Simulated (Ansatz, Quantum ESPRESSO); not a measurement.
# vacuum gap of 3.5 Å between two Ta(100) faces: ballistic transmission, part 2 of 4

How well does the junction conduct in the ballistic limit? It is: vacuum gap of 3.5 Å between two Ta(100) faces.

Quantum ESPRESSO 7.5; plane-wave DFT, PBE, JTH PAW pseudopotentials; cross-check by Ansatz 0.2.0 with PAW datasets.

So far. Step 2 (SCF with pw.x): The run needed 16 iterations to bring the estimated error under 1e-07 Ry; the largest force on any atom, held or free, is 0.86 eV/Å.

## 3. Transmission with pwcond.x

Level of this step: transmission by pwcond, lead and junction from one cell; plane-wave DFT, PBE, JTH PAW pseudopotentials (Quantum ESPRESSO).

prefixt takes both regions from one run: the lead from 0 to bdl, the scattering region from bdl to bds (units of alat). ikind = 1 puts the same lead on both sides. The program's T_tot counts both spins in a run without spin; the tables below give T per spin.

cond.in reads:

```
&inputcond
  outdir = './out'
  prefixt = 'scf'
  tran_file = 'cond.dat'
  bdl = 2.0000000000
  bds = 10.5542168675
  ikind = 1
  ewind = 4.0
  epsproj = 1e-05
  nz1 = 7
  energy0 = 0.4
  denergy = -0.4
/
28
  0.00000000 0.00000000 0.00694444
  0.00000000 0.08333333 0.02777778
  0.00000000 0.16666667 0.02777778
  0.00000000 0.25000000 0.02777778
  0.00000000 0.33333333 0.02777778
  0.00000000 0.41666667 0.02777778
  0.00000000 0.50000000 0.01388889
  0.08333333 0.08333333 0.02777778
  0.08333333 0.16666667 0.05555556
  0.08333333 0.25000000 0.05555556
  0.08333333 0.33333333 0.05555556
  0.08333333 0.41666667 0.05555556
  0.08333333 0.50000000 0.02777778
  0.16666667 0.16666667 0.02777778
  0.16666667 0.25000000 0.05555556
  0.16666667 0.33333333 0.05555556
  0.16666667 0.41666667 0.05555556
  0.16666667 0.50000000 0.02777778
  0.25000000 0.25000000 0.02777778
  0.25000000 0.33333333 0.05555556
  0.25000000 0.41666667 0.05555556
  0.25000000 0.50000000 0.02777778
  0.33333333 0.33333333 0.02777778
  0.33333333 0.41666667 0.05555556
  0.33333333 0.50000000 0.02777778
  0.41666667 0.41666667 0.02777778
  0.41666667 0.50000000 0.02777778
  0.50000000 0.50000000 0.00694444
3
```

Run with:

```console
> OMP_NUM_THREADS=1 mpirun -n 4 pwcond.x -in cond.in > cond.out
```

Log:

```text
[banner, memory and clock lines left out]
Program PWCOND v.7.5 starts

          URL

     ./out/scf.save/
     file Ta.GGA_PBE-JTH.UPF: wavefunction(s)  5S 6S 5P 6P 5D 0D renormalized

     IMPORTANT: XC functional enforced from input :
     Exchange-correlation= PBE
                           (   1   4   3   4   0   0   0)
     Any further DFT definition will be discarded
     Please, verify this is what you really want

     Reading collected, re-writing distributed wavefunctions

===== INPUT FILE containing all the regions =====

     GEOMETRY:

     lattice parameter (alat)  =       6.2739  a.u.
     the volume                =    2606.3748 (a.u.)^3
     the cross section         =      39.3617 (a.u.)^2
     l of the unit cell        =      10.5542 (alat)
     number of atoms/cell      =           20
     number of atomic types    =            1

     crystal axes: (cart. coord. in units of alat)
               a(1) = (  1.0000  0.0000  0.0000 )
               a(2) = (  0.0000  1.0000  0.0000 )
               a(3) = (  0.0000  0.0000 10.5542 )

   Cartesian axes

     site n.     atom                  positions (alat units)
          1        Ta     tau(  1)=(  0.0000  0.0000 10.5542  )
          2        Ta     tau(  2)=(  0.5000  0.5000  0.5000  )
          3        Ta     tau(  3)=(  0.0000  0.0000  1.0000  )
          4        Ta     tau(  4)=(  0.5000  0.5000  1.5000  )
          5        Ta     tau(  5)=(  0.0000  0.0000  2.0000  )
          6        Ta     tau(  6)=(  0.5000  0.5000  2.5000  )
          7        Ta     tau(  7)=(  0.0000  0.0000  3.0000  )
          8        Ta     tau(  8)=(  0.5000  0.5000  3.5000  )
          9        Ta     tau(  9)=(  0.0000  0.0000  4.0000  )
         10        Ta     tau( 10)=(  0.5000  0.5000  4.5000  )
         11        Ta     tau( 11)=(  0.0000  0.0000  5.5542  )
         12        Ta     tau( 12)=(  0.5000  0.5000  6.0542  )
         13        Ta     tau( 13)=(  0.0000  0.0000  6.5542  )
         14        Ta     tau( 14)=(  0.5000  0.5000  7.0542  )
         15        Ta     tau( 15)=(  0.0000  0.0000  7.5542  )
         16        Ta     tau( 16)=(  0.5000  0.5000  8.0542  )
         17        Ta     tau( 17)=(  0.0000  0.0000  8.5542  )
         18        Ta     tau( 18)=(  0.5000  0.5000  9.0542  )
         19        Ta     tau( 19)=(  0.0000  0.0000  9.5542  )
         20        Ta     tau( 20)=(  0.5000  0.5000 10.0542  )

     nr1s                      =           27
     nr2s                      =           27
     nr3s                      =          288
     nr1sx                     =           27
     nr2sx                     =           27
     nr3sx                     =          288
     nr1                       =           40
     nr2                       =           40
     nr3                       =          400
     nr1x                      =           40
     nr2x                      =           40
     nr3x                      =          400

 _______________________________
  Radii of nonlocal spheres:

     type       ibeta     ang. mom.          radius (alat units)
       Ta         1         0                    0.3812
       Ta         2         0                    0.3812
       Ta         3         1                    0.3812
       Ta         4         1                    0.3812
       Ta         5         2                    0.3812
       Ta         6         2                    0.3812
----- General information -----

--- T calc. with identical leads (ikind=1) ---

     nrx                       =           27
     nry                       =           27
     nz1                       =            7

     energy0               =         4.0E-01
     denergy               =        -4.0E-01
     nenergy               =          3
     ecut2d                =         4.5E+01
     ewind                 =         4.0E+00
     epsproj               =         1.0E-05

     number of k_|| points=   28
                       cryst. coord.
        k(    1) = (   0.0000000   0.0000000), wk =   0.0069444
        k(    2) = (   0.0000000   0.0833333), wk =   0.0277778
        k(    3) = (   0.0000000   0.1666667), wk =   0.0277778
        k(    4) = (   0.0000000   0.2500000), wk =   0.0277778
        k(    5) = (   0.0000000   0.3333333), wk =   0.0277778
        k(    6) = (   0.0000000   0.4166667), wk =   0.0277778
        k(    7) = (   0.0000000   0.5000000), wk =   0.0138889
        k(    8) = (   0.0833333   0.0833333), wk =   0.0277778
        k(    9) = (   0.0833333   0.1666667), wk =   0.0555556
        k(   10) = (   0.0833333   0.2500000), wk =   0.0555556
        k(   11) = (   0.0833333   0.3333333), wk =   0.0555556
        k(   12) = (   0.0833333   0.4166667), wk =   0.0555556
        k(   13) = (   0.0833333   0.5000000), wk =   0.0277778
        k(   14) = (   0.1666667   0.1666667), wk =   0.0277778
        k(   15) = (   0.1666667   0.2500000), wk =   0.0555556
        k(   16) = (   0.1666667   0.3333333), wk =   0.0555556
        k(   17) = (   0.1666667   0.4166667), wk =   0.0555556
        k(   18) = (   0.1666667   0.5000000), wk =   0.0277778
        k(   19) = (   0.2500000   0.2500000), wk =   0.0277778
        k(   20) = (   0.2500000   0.3333333), wk =   0.0555556
        k(   21) = (   0.2500000   0.4166667), wk =   0.0555556
        k(   22) = (   0.2500000   0.5000000), wk =   0.0277778
        k(   23) = (   0.3333333   0.3333333), wk =   0.0277778
        k(   24) = (   0.3333333   0.4166667), wk =   0.0555556
        k(   25) = (   0.3333333   0.5000000), wk =   0.0277778
        k(   26) = (   0.4166667   0.4166667), wk =   0.0277778
        k(   27) = (   0.4166667   0.5000000), wk =   0.0277778
        k(   28) = (   0.5000000   0.5000000), wk =   0.0069444
----- Information about left/right lead -----

     nocros                   =           18
     noins                    =           54
     norb                     =           90
     norbf                    =          306
     nrz                      =           55

      iorb      type   ibeta   ang. mom.   m       position (alat)
        1        1       1        0        1   taunew(   1)=(  0.0000  0.0000  0.0000)
        2        1       2        0        1   taunew(   2)=(  0.0000  0.0000  0.0000)
        3        1       3        1        1   taunew(   3)=(  0.0000  0.0000  0.0000)
        4        1       3        1        2   taunew(   4)=(  0.0000  0.0000  0.0000)
        5        1       3        1        3   taunew(   5)=(  0.0000  0.0000  0.0000)
        6        1       4        1        1   taunew(   6)=(  0.0000  0.0000  0.0000)
        7        1       4        1        2   taunew(   7)=(  0.0000  0.0000  0.0000)
[...]
267        1       6        2        2   taunew( 267)=(  0.0000  0.0000  7.5542)
      268        1       6        2        3   taunew( 268)=(  0.0000  0.0000  7.5542)
      269        1       6        2        4   taunew( 269)=(  0.0000  0.0000  7.5542)
      270        1       6        2        5   taunew( 270)=(  0.0000  0.0000  7.5542)
      271        1       1        0        1   taunew( 271)=(  0.5000  0.5000  8.0542)
      272        1       2        0        1   taunew( 272)=(  0.5000  0.5000  8.0542)
      273        1       3        1        1   taunew( 273)=(  0.5000  0.5000  8.0542)
      274        1       3        1        2   taunew( 274)=(  0.5000  0.5000  8.0542)
      275        1       3        1        3   taunew( 275)=(  0.5000  0.5000  8.0542)
      276        1       4        1        1   taunew( 276)=(  0.5000  0.5000  8.0542)
      277        1       4        1        2   taunew( 277)=(  0.5000  0.5000  8.0542)
      278        1       4        1        3   taunew( 278)=(  0.5000  0.5000  8.0542)
      279        1       5        2        1   taunew( 279)=(  0.5000  0.5000  8.0542)
      280        1       5        2        2   taunew( 280)=(  0.5000  0.5000  8.0542)
      281        1       5        2        3   taunew( 281)=(  0.5000  0.5000  8.0542)
      282        1       5        2        4   taunew( 282)=(  0.5000  0.5000  8.0542)
      283        1       5        2        5   taunew( 283)=(  0.5000  0.5000  8.0542)
      284        1       6        2        1   taunew( 284)=(  0.5000  0.5000  8.0542)
      285        1       6        2        2   taunew( 285)=(  0.5000  0.5000  8.0542)
      286        1       6        2        3   taunew( 286)=(  0.5000  0.5000  8.0542)
      287        1       6        2        4   taunew( 287)=(  0.5000  0.5000  8.0542)
      288        1       6        2        5   taunew( 288)=(  0.5000  0.5000  8.0542)
      289        1       1        0        1   taunew( 289)=(  0.0000  0.0000  8.5542)
      290        1       2        0        1   taunew( 290)=(  0.0000  0.0000  8.5542)
      291        1       3        1        1   taunew( 291)=(  0.0000  0.0000  8.5542)
      292        1       3        1        2   taunew( 292)=(  0.0000  0.0000  8.5542)
      293        1       3        1        3   taunew( 293)=(  0.0000  0.0000  8.5542)
      294        1       4        1        1   taunew( 294)=(  0.0000  0.0000  8.5542)
      295        1       4        1        2   taunew( 295)=(  0.0000  0.0000  8.5542)
      296        1       4        1        3   taunew( 296)=(  0.0000  0.0000  8.5542)
      297        1       5        2        1   taunew( 297)=(  0.0000  0.0000  8.5542)
      298        1       5        2        2   taunew( 298)=(  0.0000  0.0000  8.5542)
      299        1       5        2        3   taunew( 299)=(  0.0000  0.0000  8.5542)
      300        1       5        2        4   taunew( 300)=(  0.0000  0.0000  8.5542)
      301        1       5        2        5   taunew( 301)=(  0.0000  0.0000  8.5542)
      302        1       6        2        1   taunew( 302)=(  0.0000  0.0000  8.5542)
      303        1       6        2        2   taunew( 303)=(  0.0000  0.0000  8.5542)
      304        1       6        2        3   taunew( 304)=(  0.0000  0.0000  8.5542)
      305        1       6        2        4   taunew( 305)=(  0.0000  0.0000  8.5542)
      306        1       6        2        5   taunew( 306)=(  0.0000  0.0000  8.5542)
 ngper, shell number =          137          22
 ngper, n2d =          137          97
---  E-Ef =    0.4000000  k =    0.0000000   0.0000000
---  ie =          1  ik =          1
 Nchannels of the left tip =            1
 Right moving states:
   k1(2pi/a)   k2(2pi/a)   E-Ef (eV)
   0.2195740  -0.0000004   0.4000000
 Left moving states:
   k1(2pi/a)   k2(2pi/a)   E-Ef (eV)
  -0.2195740  -0.0000004   0.4000000

 to transmit
 Band j to band i transmissions and reflections:
    j         i     |T_ij|^2    |R_ij|^2

    1 -->     1     0.01015     0.98985
   Total T_j, R_j =    0.01015  0.98985

E-Ef(ev), T(x2 spins) =    0.4000000   0.0202978
---  E-Ef =    0.0000000  k =    0.0000000   0.0000000
---  ie =          2  ik =          1
 Nchannels of the left tip =            1
 Right moving states:
   k1(2pi/a)   k2(2pi/a)   E-Ef (eV)
   0.1522572  -0.0000004   0.0000000
 Left moving states:
   k1(2pi/a)   k2(2pi/a)   E-Ef (eV)
  -0.1522572  -0.0000004   0.0000000

 to transmit
 Band j to band i transmissions and reflections:
    j         i     |T_ij|^2    |R_ij|^2

    1 -->     1     0.01015     0.98985
   Total T_j, R_j =    0.01015  0.98985

E-Ef(ev), T(x2 spins) =    0.0000000   0.0202942
---  E-Ef =   -0.4000000  k =    0.0000000   0.0000000
---  ie =          3  ik =          1
 Nchannels of the left tip =            1
 Right moving states:
   k1(2pi/a)   k2(2pi/a)   E-Ef (eV)
   0.0827245  -0.0000004  -0.4000000
 Left moving states:
   k1(2pi/a)   k2(2pi/a)   E-Ef (eV)
  -0.0827245  -0.0000004  -0.4000000

 to transmit
 Band j to band i transmissions and reflections:
    j         i     |T_ij|^2    |R_ij|^2

    1 -->     1     0.00970     0.99030
   Total T_j, R_j =    0.00970  0.99030

E-Ef(ev), T(x2 spins) =   -0.4000000   0.0193905
 ngper, shell number =          141          77
 ngper, n2d =          141          93
[... further energies and points left out ...]
---  E-Ef =    0.4000000  k =    0.5000000   0.5000000
---  ie =          1  ik =         28
 Nchannels of the left tip =            2
 Right moving states:
   k1(2pi/a)   k2(2pi/a)   E-Ef (eV)
  -0.4670371   0.0000353   0.4000000
  -0.4670371   0.0000353   0.4000000
 Left moving states:
   k1(2pi/a)   k2(2pi/a)   E-Ef (eV)
   0.4670371   0.0000353   0.4000000
   0.4670371   0.0000353   0.4000000

 to transmit
 Band j to band i transmissions and reflections:
    j         i     |T_ij|^2    |R_ij|^2

    1 -->     1     0.20438     0.26764
    1 -->     2     0.00000     0.52799
   Total T_j, R_j =    0.20438  0.79562

    2 -->     1     0.00000     0.52799
    2 -->     2     0.20438     0.26764
   Total T_j, R_j =    0.20438  0.79562

E-Ef(ev), T(x2 spins) =    0.4000000   0.8175043
---  E-Ef =    0.0000000  k =    0.5000000   0.5000000
---  ie =          2  ik =         28
 Nchannels of the left tip =            2
 Right moving states:
   k1(2pi/a)   k2(2pi/a)   E-Ef (eV)
   0.4219481   0.0000373   0.0000000
   0.4219481   0.0000373   0.0000000
 Left moving states:
   k1(2pi/a)   k2(2pi/a)   E-Ef (eV)
  -0.4219481   0.0000373   0.0000000
  -0.4219481   0.0000373   0.0000000

 to transmit
 Band j to band i transmissions and reflections:
    j         i     |T_ij|^2    |R_ij|^2

    1 -->     1     0.18399     0.31682
    1 -->     2     0.00000     0.49919
   Total T_j, R_j =    0.18399  0.81601

    2 -->     1     0.00000     0.49919
    2 -->     2     0.18399     0.31682
   Total T_j, R_j =    0.18399  0.81601

E-Ef(ev), T(x2 spins) =    0.0000000   0.7359460
---  E-Ef =   -0.4000000  k =    0.5000000   0.5000000
---  ie =          3  ik =         28
 Nchannels of the left tip =            2
 Right moving states:
   k1(2pi/a)   k2(2pi/a)   E-Ef (eV)
   0.3037649   0.0000404  -0.4000000
   0.3037649   0.0000404  -0.4000000
 Left moving states:
   k1(2pi/a)   k2(2pi/a)   E-Ef (eV)
  -0.3037649   0.0000404  -0.4000000
  -0.3037649   0.0000404  -0.4000000

 to transmit
 Band j to band i transmissions and reflections:
    j         i     |T_ij|^2    |R_ij|^2

    1 -->     1     0.17871     0.34467
    1 -->     2     0.00000     0.47662
   Total T_j, R_j =    0.17871  0.82129

    2 -->     1     0.00000     0.47662
    2 -->     2     0.17871     0.34467
   Total T_j, R_j =    0.17871  0.82129

E-Ef(ev), T(x2 spins) =   -0.4000000   0.7148391
   T_tot     0.40000      0.76000E+00
   T_tot     0.00000      0.10641E+01
   T_tot    -0.40000      0.79555E+00

Note: The following floating-point exceptions are signalling: IEEE_UNDERFLOW_FLAG
Note: The following floating-point exceptions are signalling: IEEE_UNDERFLOW_FLAG
Note: The following floating-point exceptions are signalling: IEEE_UNDERFLOW_FLAG
Note: The following floating-point exceptions are signalling: IEEE_UNDERFLOW_FLAG
```

Wall time 4.4 min (4 MPI ranks of Arm Neoverse V2, shared host); peak memory 0.39 GiB.

Read from the output:

* lead channels at the Fermi level, one spin: 2.604
* transmission at the Fermi level, one spin: 0.5321
* conductance: 0.5321 G₀

Per spin; mean over the k mesh across the current. Table of open channels, zone mean by energy, zero at the Fermi level:

```csv
energy (eV),"open channels, zone mean"
-0.400,2.60
0.000,2.60
0.400,1.80
```

Per spin; mean over the k mesh across the current. Table of transmission, zone mean by energy, zero at the Fermi level:

```
energy (eV)  transmission, zone mean
     -0.400                    0.398
      0.000                    0.532
      0.400                    0.380
```

At 0.000 eV; k in fractions of b1, b2. Transmission by k point:

```csv
k1,k2,weight,t,channels
0,0,0.006944,0.01015,1
0,0.08333,0.02778,0.01084,1
0,0.1667,0.02778,0.178,3
0,0.25,0.02778,1.015,3
0,0.3333,0.02778,0.4042,5
0,0.4167,0.02778,1.096,5
0,0.5,0.01389,1.528,4
0.08333,0.08333,0.02778,0.004128,1
0.08333,0.1667,0.05556,0.9542,3
0.08333,0.25,0.05556,0.3371,3
0.08333,0.3333,0.05556,0.6444,5
0.08333,0.4167,0.05556,1.486,4
0.08333,0.5,0.02778,1.875,4
0.1667,0.1667,0.02778,0.211,3
0.1667,0.25,0.05556,0.1421,2
0.1667,0.3333,0.05556,0.1545,1
0.1667,0.4167,0.05556,1.193,3
0.1667,0.5,0.02778,1.664,4
0.25,0.25,0.02778,0.006361,1
0.25,0.3333,0.05556,4.90e-4,1
0.25,0.4167,0.05556,0.09722,2
0.25,0.5,0.02778,0.396,2
0.3333,0.3333,0.02778,0.03515,1
0.3333,0.4167,0.05556,0.2156,2
0.3333,0.5,0.02778,0.1973,2
0.4167,0.4167,0.02778,0.3823,2
0.4167,0.5,0.02778,0.3711,2
0.5,0.5,0.006944,0.368,2
```

The program's own clock; routines nest. Time by routine:

```
     routine  wall time (s)  calls
      PWCOND          265.6      1
scatter_forw          229.3    168
       local           16.8     28
      compbs          11.65     84
    compbs_2           9.61     84
        init           1.54      1
       poten           0.06      1
```

The run is unpolarised; a magnetic state was not tried, may lie lower and would change T.

At no point does T exceed the number of channels.

[end of part 2 of 4]

[Logs are printed without paths, hosts, clocks, repeated set-up lines and the standing remarks that a program may print on its own settings, such as how far it seeks lower states.]

[Hosts, paths, dates, database ids (printed as entryN), source tags and the programs' standing remarks are cut or masked in the printed files.]

[Maps of the electrostatic potential energy from Ansatz leave out the sawtooth potential of an applied field or a dipole correction, so their vacuum need not be flat; planar profiles and work functions include it.]
